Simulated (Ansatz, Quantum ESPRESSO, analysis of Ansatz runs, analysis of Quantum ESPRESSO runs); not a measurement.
# Reproducing a measured charge-transition level: substitutional N in diamond (Quantum ESPRESSO), part 3 of 4

Aim: the charge-transition level of substitutional N in diamond, to be set beside the measurement. Set-up: PBE, GBRV 1.5 PBE, 64-site cell, PBE lattice, k: the zone centre alone then 2x2x2 shifted, started with the impurity moved along one bond, start relaxed with Ansatz. The model is a cell of 64 host atoms with 1 C taken out and 1 N put in. The level is the Fermi energy at which two charge states have equal formation energy, after a correction for the images of the charge. A local or semilocal functional is the cheapest first rung.

Quantum ESPRESSO 7.5; PBE, GBRV 1.5 PBE, 64-site cell, PBE lattice, k: the zone centre alone then 2x2x2 shifted, started with the impurity moved along one bond, start relaxed with Ansatz.

So far: The structure; Relaxation, charge +1; Single point, charge +1.

## (4) Relaxation, charge 0

Level of this step: Quantum ESPRESSO plane-wave DFT, PBE, GBRV 1.5 PBE potentials; relaxation of all atoms of a defect supercell (Quantum ESPRESSO).

pw.in

```
&CONTROL
  calculation = 'relax'
  prefix = 'pwscf'
  outdir = './tmp'
  pseudo_dir = './pseudo'
  tprnfor = .true.
  disk_io = 'low'
  nstep = 70
  forc_conv_thr = 0.00078
  etot_conv_thr = 0.0001
/
&SYSTEM
  ibrav = 0
  nat = 64
  ntyp = 2
  ecutwfc = 45
  ecutrho = 360
  nbnd = 133
  occupations = 'smearing'
  smearing = 'fd'
  degauss = 0.00073499
  nspin = 2
  starting_magnetization(1) = 0.125
  starting_magnetization(2) = 0.1
  tot_magnetization = 1
  nosym = .true.
/
&ELECTRONS
  conv_thr = 6d-08
  electron_maxstep = 100
  mixing_beta = 0.3
/
&IONS
  ion_dynamics = 'bfgs'
/
ATOMIC_SPECIES
C     12.0110 c_pbe_v1.2.uspp.F.UPF
N     14.0070 n_pbe_v1.2.uspp.F.UPF
CELL_PARAMETERS angstrom
   7.1418068620    0.0000000000    0.0000000000
   0.0000000000    7.1418068620    0.0000000000
   0.0000000000    0.0000000000    7.1418068620
ATOMIC_POSITIONS crystal
C     -0.0026858308   -0.0022090993    0.2492725494
C     -0.0026869160    0.2498944023   -0.0028310099
[... 1 atom line left out ...]
C      0.2304103455    0.2308869021    0.2302739066
C      0.1226694134    0.1231483191    0.3713084493
[... 2 atom lines left out ...]
N      0.3919524225    0.3924339911    0.3918184182
[... 5 atom lines left out ...]
C      0.1276525108    0.3746896170    0.6234264961
C      0.3742105658    0.1281319563    0.6234262791
[... 5 atom lines left out ...]
C      0.1276507973    0.6240481247    0.3740670005
[... 1 atom line left out ...]
C      0.3742139896    0.6240514016    0.1275043615
[... 3 atom lines left out ...]
C      0.2564118816    0.5032640196    0.5026458339
[... 9 atom lines left out ...]
C      0.6235715570    0.1281309846    0.3740654489
C      0.6235738455    0.3746905497    0.1275056331
[... 3 atom lines left out ...]
C      0.5027881459    0.2568901412    0.5026455764
[... 6 atom lines left out ...]
C      0.5027991173    0.5032755594    0.2562597140
[... 14 atom lines left out ...]
C      0.8749502571    0.8754309171    0.8748077454
K_POINTS gamma
```

On the command line:

```console
$ OMP_NUM_THREADS=1 mpirun -n 4 pw.x -in pw.in > pw.out
```

The log of the run:

```text
[banner, memory and clock lines left out]
          URL

     gamma-point specific algorithms are used

     bravais-lattice index     =            0
     lattice parameter (alat)  =      13.4961  a.u.
     unit-cell volume          =    2458.2209 (a.u.)^3
     number of atoms/cell      =           64
     number of atomic types    =            2
     number of electrons       =       257.00 (up: 129.00, down: 128.00)
     number of Kohn-Sham states=          133
     kinetic-energy cutoff     =      45.0000  Ry
     charge density cutoff     =     360.0000  Ry
     scf convergence threshold =      6.0E-08
     mixing beta               =       0.3000
     number of iterations used =            8  plain     mixing
     energy convergence thresh.=      1.0E-04
     force convergence thresh. =      7.8E-04
     Exchange-correlation= SLA  PW   PBE  PBE
                           (   1   4   3   4   0   0   0)
     nstep                     =           70

     celldm(1)=  13.496059  celldm(2)=   0.000000  celldm(3)=   0.000000
     celldm(4)=   0.000000  celldm(5)=   0.000000  celldm(6)=   0.000000

     crystal axes: (cart. coord. in units of alat)
               a(1) = (   1.000000   0.000000   0.000000 )
               a(2) = (   0.000000   1.000000   0.000000 )
               a(3) = (   0.000000   0.000000   1.000000 )

     reciprocal axes: (cart. coord. in units 2 pi/alat)
               b(1) = (  1.000000  0.000000  0.000000 )
               b(2) = (  0.000000  1.000000  0.000000 )
               b(3) = (  0.000000  0.000000  1.000000 )

     PseudoPot. # 1 for C  read from file:
     c_pbe_v1.2.uspp.F.UPF
     Pseudo is Ultrasoft + core correction, Zval =  4.0
     Generated by new atomic code, or converted to UPF format
     Using radial grid of  721 points,  4 beta functions with:
                l(1) =   0
                l(2) =   0
                l(3) =   1
                l(4) =   1
     Q(r) pseudized with  8 coefficients,  rinner =    1.100   1.100   1.100

     PseudoPot. # 2 for N  read from file:
     n_pbe_v1.2.uspp.F.UPF
     Pseudo is Ultrasoft + core correction, Zval =  5.0
     Generated by new atomic code, or converted to UPF format
     Using radial grid of  729 points,  4 beta functions with:
                l(1) =   0
                l(2) =   0
                l(3) =   1
                l(4) =   1
     Q(r) pseudized with  8 coefficients,  rinner =    0.900   0.900   0.900

     atomic species   valence    mass     pseudopotential
     C                 4.00    12.01100     C ( 1.00)
     N                 5.00    14.00700     N ( 1.00)

     Starting magnetic structure
     atomic species   magnetization
     C               0.125
     N               0.100

     No symmetry found

   Cartesian axes

     site n.     atom                  positions (alat units)
         1        C      tau(   1) = (  -0.0026858  -0.0022091   0.2492725  )
         2        C      tau(   2) = (  -0.0026869   0.2498944  -0.0028310  )
         3        C      tau(   3) = (   0.2494161  -0.0022097  -0.0028307  )
         4        C      tau(   4) = (   0.2304103   0.2308869   0.2302739  )
         5        C      tau(   5) = (   0.1226694   0.1231483   0.3713084  )
         6        C      tau(   6) = (   0.1226690   0.3719256   0.1225253  )
         7        C      tau(   7) = (   0.3714495   0.1231472   0.1225248  )
         8        N      tau(   8) = (   0.3919524   0.3924340   0.3918184  )
         9        C      tau(   9) = (  -0.0001398   0.0003391   0.7487830  )
        10        C      tau(  10) = (   0.0011998   0.2505985   0.4983450  )
        11        C      tau(  11) = (   0.2501179   0.0016778   0.4983466  )
        12        C      tau(  12) = (   0.2502003   0.2506795   0.7494824  )
        13        C      tau(  13) = (   0.1243202   0.1247996   0.8734018  )
        14        C      tau(  14) = (   0.1276525   0.3746896   0.6234265  )
        15        C      tau(  15) = (   0.3742106   0.1281320   0.6234263  )
        16        C      tau(  16) = (   0.3751440   0.3756238   0.8758061  )
        17        C      tau(  17) = (   0.0011962   0.4989700   0.2499720  )
[...]
57        C      tau(  57) = (   0.5009878   0.5014620   0.7518793  )
        58        C      tau(  58) = (   0.5009872   0.7525027   0.5008415  )
        59        C      tau(  59) = (   0.7520247   0.5014643   0.5008434  )
        60        C      tau(  60) = (   0.7504631   0.7509419   0.7503209  )
        61        C      tau(  61) = (   0.6253989   0.6258753   0.8764299  )
        62        C      tau(  62) = (   0.6253988   0.8770531   0.6252563  )
        63        C      tau(  63) = (   0.8765735   0.6258768   0.6252567  )
        64        C      tau(  64) = (   0.8749503   0.8754309   0.8748077  )

     number of k points=     1  Fermi-Dirac smearing, width (Ry)=  0.0007
                       cart. coord. in units 2pi/alat
        k(    1) = (   0.0000000   0.0000000   0.0000000), wk =   1.0000000

     Dense  grid:   141621 G-vectors     FFT dimensions: (  81,  81,  81)

     Smooth grid:    50189 G-vectors     FFT dimensions: (  60,  60,  60)

     Generating pointlists ...
     new r_m :   0.0855 (alat units)  1.1536 (a.u.) for type    1
     new r_m :   0.0855 (alat units)  1.1536 (a.u.) for type    2

     Initial potential from superposition of free atoms

     starting charge     256.9974, renormalised to     257.0000
     Starting wfcs are  256 randomized atomic wfcs

     Self-consistent Calculation

     iteration #  1     ecut=    45.00 Ry     beta= 0.30
     Davidson diagonalization with overlap
     ethr =  1.00E-02,  avg # of iterations =  2.0

     total energy              =    -742.97845012 Ry
     estimated scf accuracy    <       4.00615807 Ry

     total magnetization       =     1.00 Bohr mag/cell
     absolute magnetization    =     1.26 Bohr mag/cell

     iteration #  2     ecut=    45.00 Ry     beta= 0.30
     Davidson diagonalization with overlap
     ethr =  1.56E-03,  avg # of iterations =  1.5

     total energy              =    -742.59560543 Ry
     estimated scf accuracy    <       1.62900385 Ry

     total magnetization       =     1.00 Bohr mag/cell
     absolute magnetization    =     1.11 Bohr mag/cell

     iteration #  3     ecut=    45.00 Ry     beta= 0.30
     Davidson diagonalization with overlap
     ethr =  6.34E-04,  avg # of iterations =  2.0

     total energy              =    -742.73714883 Ry
     estimated scf accuracy    <       0.02374753 Ry

     total magnetization       =     1.00 Bohr mag/cell
[...]
atom    7 type  1   force =     0.00093692   -0.00016892   -0.00015863
     atom    8 type  2   force =     0.00130380    0.00125293    0.00108869
     atom    9 type  1   force =    -0.00007493   -0.00008010    0.00010964
     atom   10 type  1   force =     0.00012948   -0.00009264   -0.00005988
     atom   11 type  1   force =    -0.00007417    0.00013752   -0.00006855
     atom   12 type  1   force =    -0.00005672   -0.00005796    0.00036829
     atom   13 type  1   force =     0.00009278    0.00007682   -0.00004329
     atom   14 type  1   force =    -0.00017533    0.00042779    0.00007560
     atom   15 type  1   force =     0.00043146   -0.00017939    0.00007175
     atom   16 type  1   force =    -0.00006891   -0.00008054   -0.00023809
[...]
Total force =     0.004141     Total SCF correction =     0.000398

     BFGS Geometry Optimization
     Energy error            =      1.7E-05 Ry
     Gradient error          =      1.3E-03 Ry/Bohr

     number of scf cycles    =   1
     number of bfgs steps    =   0

     energy             new  =    -742.7489051051 Ry

     new trust radius        =       0.0021106816 bohr
     new conv_thr            =       0.0000000600 Ry

ATOMIC_POSITIONS (crystal)
C               -0.0026883632       -0.0022108568        0.2492661400
C               -0.0026894432        0.2498880989       -0.0028337698
C                0.2494097305       -0.0022116537       -0.0028334622
C                0.2303255273        0.2308027806        0.2301815875
C                0.1226557944        0.1231339802        0.3713770707
C                0.1226573348        0.3719961692        0.1225134307
C                0.3715188764        0.1231346910        0.1225130942
N                0.3920490287        0.3925268279        0.3918990852
C               -0.0001453151        0.0003331850        0.7487910951
C                0.0012093452        0.2505916504        0.4983405859
C                0.2501124015        0.0016879821        0.4983414739
C                0.2501960799        0.2506751579        0.7495096504
C                0.1243270598        0.1248052503        0.8733985679
C                0.1276395192        0.3747213144        0.6234320979
C                0.3742425355        0.1281186640        0.6234315956
C                0.3751388883        0.3756178342        0.8757884593
[...]
NEW-OLD atomic charge density approx. for the potential
     Generating pointlists ...

     Self-consistent Calculation

     iteration #  1     ecut=    45.00 Ry     beta= 0.30
     Davidson diagonalization with overlap
     ethr =  1.00E-06,  avg # of iterations =  2.0

     Threshold (ethr) on eigenvalues was too large:
     Diagonalizing with lowered threshold

     Davidson diagonalization with overlap
     ethr =  8.75E-10,  avg # of iterations =  5.0

     total energy              =    -742.74891406 Ry
     estimated scf accuracy    <       0.00000294 Ry

     total magnetization       =     1.00 Bohr mag/cell
     absolute magnetization    =     1.14 Bohr mag/cell

     iteration #  2     ecut=    45.00 Ry     beta= 0.30
     Davidson diagonalization with overlap
     ethr =  1.14E-09,  avg # of iterations =  3.0

     total energy              =    -742.74891432 Ry
     estimated scf accuracy    <       0.00000062 Ry

     total magnetization       =     1.00 Bohr mag/cell
     absolute magnetization    =     1.14 Bohr mag/cell

     iteration #  3     ecut=    45.00 Ry     beta= 0.30
     Davidson diagonalization with overlap
     ethr =  2.41E-10,  avg # of iterations =  3.0

     total energy              =    -742.74891440 Ry
     estimated scf accuracy    <       0.00000016 Ry

     total magnetization       =     1.00 Bohr mag/cell
     absolute magnetization    =     1.14 Bohr mag/cell

     iteration #  4     ecut=    45.00 Ry     beta= 0.30
     Davidson diagonalization with overlap
     ethr =  6.41E-11,  avg # of iterations =  4.0

     Magnetic moment per site  (integrated on atomic sphere of radius R)
[...]
atom  57 (R=0.085)  charge=  1.8274  magn=  0.0015
     atom  58 (R=0.085)  charge=  1.8274  magn=  0.0015
     atom  59 (R=0.085)  charge=  1.8274  magn=  0.0015
     atom  60 (R=0.085)  charge=  1.8229  magn=  0.0001
     atom  61 (R=0.085)  charge=  1.8283  magn= -0.0000
     atom  62 (R=0.085)  charge=  1.8285  magn= -0.0000
     atom  63 (R=0.085)  charge=  1.8283  magn= -0.0000
     atom  64 (R=0.085)  charge=  1.8238  magn=  0.0002

     End of self-consistent calculation

 ------ SPIN UP ------------

          k = 0.0000 0.0000 0.0000 (  6267 PWs)   bands (ev):

[...]
15.3682  17.4362  17.6397  17.6397  17.7784

 ------ SPIN DOWN ----------

          k = 0.0000 0.0000 0.0000 (  6267 PWs)   bands (ev):

[...]
5.0340   5.0340   5.1368   5.1369   5.2005   5.5585   5.5585   5.6109
     5.6582   5.6802   5.6802   5.7103   5.7103   5.7370   5.8255   5.8256
     6.0682   6.8646   6.8647   7.0401   7.0401   7.0428   7.1147   8.4264
     8.4265   8.6377   8.7999   8.8000   8.9209   8.9951   8.9951   9.0910
     9.1429   9.1429   9.1643   9.1643   9.1933   9.2221   9.2430   9.2430
     9.5023   9.9814   9.9814  10.2179  10.2180  10.2545  10.2545  10.2554
    10.3064  10.3573  10.3606  10.3606  10.4006  10.4554  10.4554  10.4961
    10.4961  10.5707  10.5776  10.5776  11.2023  13.2238  13.2238  13.4447
    16.4116  17.4965  17.6503  17.6504  17.7897

     the spin up/dw Fermi energies are    16.2422   14.5946 ev

!    total energy              =    -742.74891445 Ry
     estimated scf accuracy    <       0.00000002 Ry
     smearing contrib. (-TS)   =       0.00000000 Ry
     internal energy E=F+TS    =    -742.74891445 Ry

     The total energy is F=E-TS. E is the sum of the following terms:
     one-electron contribution =     252.94734462 Ry
     hartree contribution      =      65.26590260 Ry
     xc contribution           =    -237.76511531 Ry
     ewald contribution        =    -823.19704636 Ry

     total magnetization       =     1.00 Bohr mag/cell
     absolute magnetization    =     1.14 Bohr mag/cell

     convergence has been achieved in   4 iterations

     Forces acting on atoms (cartesian axes, Ry/au):

[...]
atom   57 type  1   force =    -0.00001095   -0.00000519   -0.00002235
     atom   58 type  1   force =    -0.00001072   -0.00002981   -0.00000599
     atom   59 type  1   force =    -0.00001924   -0.00000639   -0.00000575
     atom   60 type  1   force =     0.00001861    0.00001597    0.00000573
     atom   61 type  1   force =    -0.00005381   -0.00004164   -0.00003842
     atom   62 type  1   force =    -0.00005207   -0.00003735   -0.00005138
     atom   63 type  1   force =    -0.00003250   -0.00005417   -0.00006086
     atom   64 type  1   force =    -0.00000824   -0.00000843   -0.00001099

     Total force =     0.001856     Total SCF correction =     0.000168
     Energy error            =      9.3E-06 Ry
     Gradient error          =      6.0E-04 Ry/Bohr

     bfgs converged in   2 scf cycles and   1 bfgs steps
     (criteria: energy <  1.0E-04 Ry, force <  7.8E-04 Ry/Bohr)

     End of BFGS Geometry Optimization

     Final energy             =    -742.7489144488 Ry

     File ./tmp/pwscf.bfgs deleted, as requested
Begin final coordinates

ATOMIC_POSITIONS (crystal)
[...]
C                0.5009815489        0.5014582533        0.7518621619
C                0.5009818395        0.7524863938        0.5008361595
C                0.7520072819        0.5014593441        0.5008363873
C                0.7504577403        0.7509365710        0.7503148347
C                0.6254039718        0.6258806650        0.8764230317
C                0.6254035031        0.8770467596        0.6252592693
C                0.8765673042        0.6258820442        0.6252601975
C                0.8749542857        0.8754331130        0.8748106603
End final coordinates
```

Elapsed: 25 s, on 4 MPI ranks of Arm Neoverse V2, shared host; peak memory 0.88 GiB; 98 s of CPU time.

Hardly anything moved in the relaxation; the energy changed by under 0.2 meV an atom.

Neighbours of N8 at the end:

```csv
atom,distance (Å)
C49,1.480
C42,1.480
C27,1.480
C4,2.000
C31,2.382
C53,2.382
C46,2.382
C38,2.513
C37,2.513
C23,2.513
C21,2.513
C15,2.513
C14,2.513
```

Numbers from this step:

```yaml
total_moment: 1.0000 μB
integral_of_the_absolute_spin_density: 1.142 μB
```

(Part 3 of 4 ends here.)

[Logs are printed without paths, hosts, clocks, repeated set-up lines and the standing remarks that a program may print on its own settings, such as how far it seeks lower states.]

[Hosts, paths, dates, database ids (printed as entryN), source tags and the programs' standing remarks are cut or masked in the printed files.]

[For some hosts the program warned that the k-mesh of the response run may be too coarse for force constants and the static dielectric constant; such warnings are not shown here.]
